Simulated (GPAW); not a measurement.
## Quasiparticle gap of Ga2O3 (C2/m) in GPAW

Wanted: ground state, empty states, screening and self-energy for Ga2O3 (C2/m).

Program: GPAW 26.7.0. Level of theory: PBE and many-body steps on it, plane waves. Values are calculated unless marked as measured.

**What was measured.**

- Gap 4.6 eV: optical gap, direct-transition analysis, x = 0.0; diffuse reflectance, Tauc plot; 300 K; powder (solid-state synthesised powder, 1400 C in air) (“Photoelectric Studies as the Key to Understanding the Nonradiative Processes in Chromium Activated NIR Materials”, 2024, pmc:11328124).

- Gap 4.85 eV: band gap from O 1s peak to onset of inelastic energy loss; XPS O 1s energy loss onset; film (pristine epitaxial beta-Ga2O3 (010) substrate) (“Band alignment of grafted monocrystalline Si (001)/beta-Ga2O3 (010) p-n heterojunction determined by X-ray photoelectron spectroscopy”, 2023, arxiv:2312.00771).

- Gap 4.5 eV: optical absorption edge from ellipsometry; spectroscopic ellipsometry; film (oxidised 75 nm GaSe layer, annealed at 800 C in oxygen) on Al2O3 (“Thin Ga2O3 Layers by Thermal Oxidation of van der Waals GaSe Nanostructures for Ultraviolet Photon Sensing”, 2024, pmc:11320379).

- Gap 5.01 eV: direct optical gap from Tauc plot, film annealed at 700 C; UV-Vis transmission and reflection, Tauc plot; film (80 nm PE-ALD film on sapphire, annealed in O2 at 700 C for 15 min) on sapphire (“Investigation of Ga2O3-Based Deep Ultraviolet Photodetectors Using Plasma-Enhanced Atomic Layer Deposition System”, 2020, pmc:7662978).

- Gap 4.88 eV: gap from onset of inelastic loss at Ga 2p3/2; XPS energy loss onset; film (“Metalorganic Chemical Vapor Deposition of beta-(AlxGa1-x)2O3 thin films on (001) beta-Ga2O3 substrates”, 2023, arxiv:2301.10897).

### 1. Starting point

Symmetry: C2/m, No. 12, monoclinic system. Conventional cell: a = 12.214 Å, b = 3.037 Å, c = 5.798 Å, α = 90.00°, β = 103.83°, γ = 90.00°. Nearest to Ga lie 4 O at 1.83 to 1.86 Å. Ga has 6 O at 1.94 to 2.07 Å nearest. O has 3 Ga at 1.83 to 1.94 Å nearest. Nearest to O lie 4 Ga at 1.86 to 2.07 Å. Nearest to O lie 3 Ga at 1.83 to 1.94 Å. Farther neighbours, and contacts between anions beyond the nearest, are not listed.

The cell and positions come from the Crystallography Open Database and are kept as given unless a step says otherwise.

### 2. Ground state

This step: GPAW 26.7.0; DFT, PBE, plane waves, PAW.

The ground-state density comes first.

run.py reads:

```python
import json
import numpy as np
from gpaw.mpi import world
from ase import Atoms
from gpaw import GPAW, PW, FermiDirac

atoms = Atoms(['Ga', 'Ga', 'Ga', 'Ga', 'O', 'O', 'O', 'O', 'O', 'O'],
    cell=[[6.1070000000, -1.5185500000, 0.0000000000],
      [6.1070000000, 1.5185500000, 0.0000000000],
      [-1.3859888959, 0.0000000000, 5.6300087380]],
    scaled_positions=[[0.0905000000, 0.0905000000, 0.7946000000],
      [0.9095000000, 0.9095000000, 0.2054000000],
      [0.6586600000, 0.6586600000, 0.3140200000],
      [0.3413400000, 0.3413400000, 0.6859800000],
      [0.1645000000, 0.1645000000, 0.1098000000],
      [0.8355000000, 0.8355000000, 0.8902000000],
      [0.1733000000, 0.1733000000, 0.5632000000],
      [0.8267000000, 0.8267000000, 0.4368000000],
      [0.4959000000, 0.4959000000, 0.2566000000],
      [0.5041000000, 0.5041000000, 0.7434000000]],
    pbc=(True, True, True))
calc = GPAW(mode=PW(600),
    xc='PBE',
    kpts={'size': (8, 8, 4), 'gamma': True},
    occupations=FermiDirac(0.001),
    nbands=-11,
    convergence={'density': 1e-6, 'bands': -3},
    maxiter=100,
    txt='gs.txt')
atoms.calc = calc
res = {'energy': atoms.get_potential_energy()}
kpts = calc.get_ibz_k_points()
res['kpts'] = kpts
res['eigenvalues'] = [calc.get_eigenvalues(kpt=k) for k in range(len(kpts))]
res['n_electrons'] = calc.get_number_of_electrons()
calc.write('gs.gpw')

if world.rank == 0:
    with open('result.json', 'w') as f:
        json.dump(res, f, default=lambda x: x.tolist())
```

On the command line:

```
mpirun -n 12 gpaw python run.py
```

Standard output:

```text
__  _  _
 | _ |_)|_||  |
 |__||  | ||/\| - 26.7.0

Input parameters:
  mode=PW(ecut=600.0),
  convergence={'density': 1e-06, 'bands': -3},
  kpts=MonkhorstPack(size=(8, 8, 4), gamma=True),
  maxiter=100,
  nbands=-11,
  occupations=Occupations(name='fermi-dirac', width=0.001, fixmagmom=False),
  xc=XC(name='PBE')
  [... matrices ...]
Diagonalizing LCAO Hamiltonian
Converting LCAO to pw mode

                             O
       Ga          O
               Ga
          O                   O
                         Ga
                     O           Ga
           O

Atoms  # Å, Bohr magnetons
|   | symbol |         x |         y |        z |    initial magnetic moments |
| 0 |     Ga |  0.004060 | -0.000000 | 4.473605 | ( 0.0000,  0.0000,  0.0000) |
| 1 |     Ga | 10.823951 |  0.000000 | 1.156404 | ( 0.0000,  0.0000,  0.0000) |
| 2 |     Ga |  7.609645 |  0.000000 | 1.767935 | ( 0.0000,  0.0000,  0.0000) |
| 3 |     Ga |  3.218366 | -0.000000 | 3.862073 | ( 0.0000,  0.0000,  0.0000) |
| 4 |      O |  1.857021 | -0.000000 | 0.618175 | ( 0.0000,  0.0000,  0.0000) |
| 5 |      O |  8.970990 | -0.000000 | 5.011834 | ( 0.0000,  0.0000,  0.0000) |
| 6 |      O |  1.336097 | -0.000000 | 3.170821 | ( 0.0000,  0.0000,  0.0000) |
| 7 |      O |  9.491914 |  0.000000 | 2.459188 | ( 0.0000,  0.0000,  0.0000) |
| 8 |      O |  5.701278 | -0.000000 | 1.444660 | ( 0.0000,  0.0000,  0.0000) |
| 9 |      O |  5.126733 |  0.000000 | 4.185348 | ( 0.0000,  0.0000,  0.0000) |

Unit cell  # Å
| periodic |         x |         y |        z |  lengths |     angles |
|      yes |  6.107000 | -1.518550 | 0.000000 | 6.292968 | 103.413542 |
|      yes |  6.107000 |  1.518550 | 0.000000 | 6.292968 | 103.413542 |
|      yes | -1.385989 |  0.000000 | 5.630009 | 5.798100 |  27.927628 |

Number of symmetries: 4
Symmetry operations  # r_c * U_cc + t_c -> r_c
|   | kind |            matrix            |
| 0 |  E   |  1, 0, 0,  0, 1, 0,  0, 0, 1 |
| 1 |  σ   |  0, 1, 0,  1, 0, 0,  0, 0, 1 |
| 2 |  C2  |  0,-1, 0, -1, 0, 0,  0, 0,-1 |
| 3 |  i   | -1, 0, 0,  0,-1, 0,  0, 0,-1 |

BZ-sampling:
  Number of BZ points: 256
  Number of IBZ points: 78

  Monkhorst-Pack size: [8, 8, 4]
  Monkhorst-Pack shift: [0.0625, 0.0625, 0.125]

K-points  # in reciprocal-cell coordinates
|     |                                coordinates |     weight |
|   0 | (  0.00000000,   0.00000000,   0.00000000) | 0.00390625 |
|   1 | (  0.00000000,   0.00000000,   0.25000000) | 0.00781250 |
|   2 | (  0.00000000,   0.00000000,   0.50000000) | 0.00390625 |
|   3 | (  0.12500000,  -0.12500000,   0.00000000) | 0.00781250 |
|   4 | (  0.12500000,  -0.12500000,   0.25000000) | 0.01562500 |
|   5 | (  0.12500000,  -0.12500000,   0.50000000) | 0.00781250 |
|   6 | (  0.12500000,   0.00000000,  -0.25000000) | 0.01562500 |
|   7 | (  0.12500000,   0.00000000,   0.00000000) | 0.01562500 |
|   8 | (  0.12500000,   0.00000000,   0.25000000) | 0.01562500 |
|   9 | (  0.12500000,   0.00000000,   0.50000000) | 0.01562500 |
| ... |                                            |            |
|  77 | (  0.50000000,   0.50000000,   0.50000000) | 0.00390625 |

Plane wave coefficients: 3518
Cutoff: 600.0 eV

Spin-components: 1 (collinear spins)
Bands:           35
Projectors:      50
Spin-degeneracy: 2
Datatype:        complex128

  Storage: CPU
  Wave functions: 151_089_120 bytes (12_590_760 per core)
  Projectors: 125_188_128 bytes (10_432_344 per core)
  [... matrices ...]
Parallelization:
  kpt:    12
  domain: 1
  band:   1

Density:
  Valence electrons: 48.0
  Components: 1
  Grid points: [36 36 35]
  Charge: 0.0  # |e|

Potential:
  Grid points: [36 36 35]

species:
  Ga:
    name:    Gallium
    Z:       31.0
    valence: 3
    core:    28
    charge:  0.0  # [|e|]
    compensation charges:
      type: gauss
      rc: 0.37  # [Å]
      lmax: 2
    cutoffs:
      filter: 2.06  # [Å]
      core: 4.17  # [Å]
    projectors
    | kind |    occ | energy [eV] | rcut [Å] |
    |   4s |  2.000 |      -8.945 |    1.164 |
    |   4p |  1.000 |      -2.580 |    1.164 |
    |    s |        |      18.266 |    1.164 |
    |    p |        |      24.631 |    1.164 |
    |    d |        |       0.000 |    1.164 |

    Using partial waves for Ga as LCAO basis

  O:
    name:    Oxygen
    Z:       8.0
    valence: 6
    core:    2
    charge:  0.0  # [|e|]
    compensation charges:
      type: gauss
      rc: 0.21  # [Å]
      lmax: 2
    cutoffs:
      filter: 1.17  # [Å]
      core: 0.83  # [Å]
    projectors
    | kind |    occ | energy [eV] | rcut [Å] |
    |   2s |  2.000 |     -23.961 |    0.688 |
    |   2p |  4.000 |      -9.029 |    0.598 |
    |    s |        |       3.251 |    0.688 |
    |    p |        |      18.182 |    0.598 |
    |    d |        |       0.000 |    0.619 |

    Using partial waves for O as LCAO basis

Reference energy: -223783.799923  # eV

eigensolver:
  PPCG
  Converge bands: -3
  niter=2

density mixing:
  MSR1-Mixer
  Pratt-step length: 0.05
  Maximum mixing coefficient: 0.75
  Old densities: 10
  SVD Regularization: 0.005
  Good broyden scale: 1.0
  Trust region scale: 1.0
  Backstep threshold: 4.0
  History deletion threshold: 6.0
  Fourier metric: weight=20.0, sigma=0.015

occupation numbers:
  Fermi-Dirac:
    width: 0.0010  # eV

poisson solver:
  ecut: 4800.0  # eV

xc functional:
  name: PBE with 2 nearest neighbor stencil

Initialization done in: 5.310 s

convergence criteria:
- Maximum integral of absolute [dens]ity change: 1e-06 electrons / valence electron
- Maximum [total energy] change in last 3 cyles: 0.0005 eV / valence electron
- Maximum integral of absolute [eigenst]ate change: 4e-08 eV^2 / valence electron
maximum number of iterations: 100

SCF iterations
|iter     |     time |      energy | eigst |  dens |
|iter:   1|  |  -68.529567 | +0.29 |       |
|iter:   2|  |  -66.248964 | -1.07 | -0.67 |
|iter:   3|  |  -59.875443 | -0.35 | -0.73 |
|iter:   4|  |  -59.874605 | -2.05 | -1.33 |
|iter:   5|  |  -59.882050c| -2.52 | -1.61 |
|iter:   6|  |  -59.881002c| -3.29 | -2.47 |
|iter:   7|  |  -59.881169c| -4.55 | -2.87 |
|iter:   8|  |  -59.881198c| -4.94 | -3.32 |
|iter:   9|  |  -59.881199c| -5.04 | -4.18 |
|iter:  10|  |  -59.881199c| -5.49 | -4.48 |
|iter:  11|  |  -59.881199c| -6.21 | -4.89 |
|iter:  12|  |  -59.881199c| -6.78 | -5.53 |
|iter:  13|  |  -59.881199c| -6.95 | -6.19c|
|iter:  14|  |  -59.881199c| -7.42c| -6.79c|

Converged in 14 steps
SCF loop duration: 24.912 s (1.779 s/step)
Energy contributions relative to reference atoms: (reference = -223783.799923)
  [... matrices ...]
Energy contributions:
  Kinetic:         153.493002
  Coulomb:        -135.365314
  Zero:              1.370137
  External:          0.000000
  Xc:              -79.379024
  Entropy:          -0.000000
  Spinorbit:         0.000000
  ----------------------------
  Free energy:     -59.881199
  Extrapolated:    -59.881199

dipole moment: (-0.000310, 0.000000, -0.000161)  # |e|*Ang

Fermi level: 5.063
Eigenvalues  # (at kpt = [0.000, 0.000, 0.000])
| band index |      eig [eV] | occ [0-2] |
|          0 |       -13.895 |     2.000 |
|        ... |               |           |
|         16 |         3.269 |     2.000 |
|         17 |         3.409 |     2.000 |
|         18 |         3.987 |     2.000 |
|         19 |         4.232 |     2.000 |
|         20 |         4.304 |     2.000 |
|         21 |         4.532 |     2.000 |
|         22 |         4.721 |     2.000 |
|         23 |         4.994 |     2.000 |
|         24 |         7.453 |     0.000 |
[...]
|         28 |        12.828 |     0.000 |
|         29 |        13.790 |     0.000 |
|         30 |        14.452 |     0.000 |
|         31 |        14.508 |     0.000 |
|        ... |               |           |
|         34 |        17.935 |     0.000 |

Gap: 2.430 eV
Transition (v -> c):
  (s=0, k=74, n=23, [0.50, 0.38, 0.50]) -> (s=0, k=0, n=24, [0.00, 0.00, 0.00])
Direct/indirect transitions are different
Direct gap: 2.460 eV
Transition at: (s=0, k=0, n=23, [0.00, 0.00, 0.00])
# Writing to gs.gpw (mode='')
  [... matrices ...]
```

Wall time 32 s (12 MPI ranks of Intel Xeon 6975P-C (Granite Rapids), shared host); peak memory 3.1 GiB.

Numbers from this step:

```
total energy               : -59.8812 eV
gap                        : 2.430 eV
k of the valence top       : 0.5, 0.375, 0.5
k of the conduction bottom : 0, 0, 0
least direct gap           : 2.460 eV
```

The gap is indirect, with the least direct gap 0.03 eV higher.

### 3. Empty states on the mesh, 4×4×2 mesh, 680 bands

The sums over transitions need many empty states on a uniform mesh; this step solves for them.

run.py reads:

```python
import json
import numpy as np
from gpaw.mpi import world
from gpaw import GPAW

calc = GPAW('gs.gpw').fixed_density(kpts={'size': (4, 4, 2), 'gamma': True},
    parallel={'domain': 1, 'band': 1},
    txt='nscf.txt')
calc.diagonalize_full_hamiltonian(nbands=680)
calc.write('full.gpw', mode='all')
res = {}
kpts = calc.get_ibz_k_points()
res['kpts'] = kpts
res['eigenvalues'] = [calc.get_eigenvalues(kpt=k) for k in range(len(kpts))]
res['n_electrons'] = calc.get_number_of_electrons()

if world.rank == 0:
    with open('result.json', 'w') as f:
        json.dump(res, f, default=lambda x: x.tolist())
```

On the command line:

```
mpirun -n 12 gpaw python run.py
```

Standard output:

```text
Diagonalizing LCAO Hamiltonian
Converting LCAO to pw mode
convergence criteria:
- Maximum integral of absolute [eigenst]ate change: 4e-08 eV^2 / valence electron
maximum number of iterations: 100

SCF iterations
|iter     |     time |      energy | eigst |  dens |
|iter:   1|  |             | +0.39 |       |
|iter:   2|  |             | -1.15 |       |
|iter:   3|  |             | -2.07 |       |
[...]
|iter:  16|  |             | -7.03 |       |
|iter:  17|  |             | -7.22 |       |
|iter:  18|  |             | -7.41c|       |
SCF steps: 18
  __  _  _
 | _ |_)|_||  |
 |__||  | ||/\| - 26.7.0

Input parameters:
  mode=PW(ecut=600.0),
  convergence={'density': 1e-06, 'bands': -3},
  gpts=array([36, 36, 35]),
  kpts=MonkhorstPack(size=(4, 4, 2), gamma=True),
  maxiter=100,
  nbands=35,
  occupations=Occupations(name='fermi-dirac', width=0.001, fixmagmom=False),
  parallel={'domain': 1, 'band': 1},
  xc=XC(name='PBE')
Matrix size: 3459x3459
# Writing to full.gpw (mode='all')
  [... matrices ...]

timing:  # [seconds]
  Total: 60.750  # ━━━━━━━━━━━━━━━━━━━━━━━━━━━━━━━━━━━━━━━━━━━━━━━━━━━━━━━━━━
```

The job ended after 74 s (12 MPI ranks; peak memory 12 GiB).

This step gave:

| Property | Result |
| --- | --- |
| gap | 2.431 eV |
| k of the valence top | 0.5, 0.5, 0.5 |
| k of the conduction bottom | 0, 0, 0 |
| least direct gap | 2.460 eV |
| k points computed | 14 |
| lowest point of the top converged band, above the valence top | 184.7185 eV |

On this mesh the gap is 2.431 eV.

(Part 1 of 2 ends here.)

[Long decimals in the printed logs are rounded to 6 places.]

[Logs are printed without paths, hosts, clocks, repeated set-up lines and the standing remarks that a program may print on its own settings, such as how far it seeks lower states.]

[Paths, hosts, dates, memory and timing lines, banners, echoed tables and standing remarks are left out of the program output; an Ansatz launch command may be rebuilt from the run's recorded settings. Measured values are a selection of at most five: reports struck by readers or far from the other reports are left out. None is set beside runs whose start may be inverted or whose files or cutoffs have a known fault.]

[Runs of the session that timed out or met a known fault of the program may be left out.]

[Hosts, paths, dates, database ids (printed as entryN), source tags and the programs' standing remarks are cut or masked in the printed files.]

[Where the starting crystal was built by hand or by swapping elements, it need not be the compound's stable phase.]
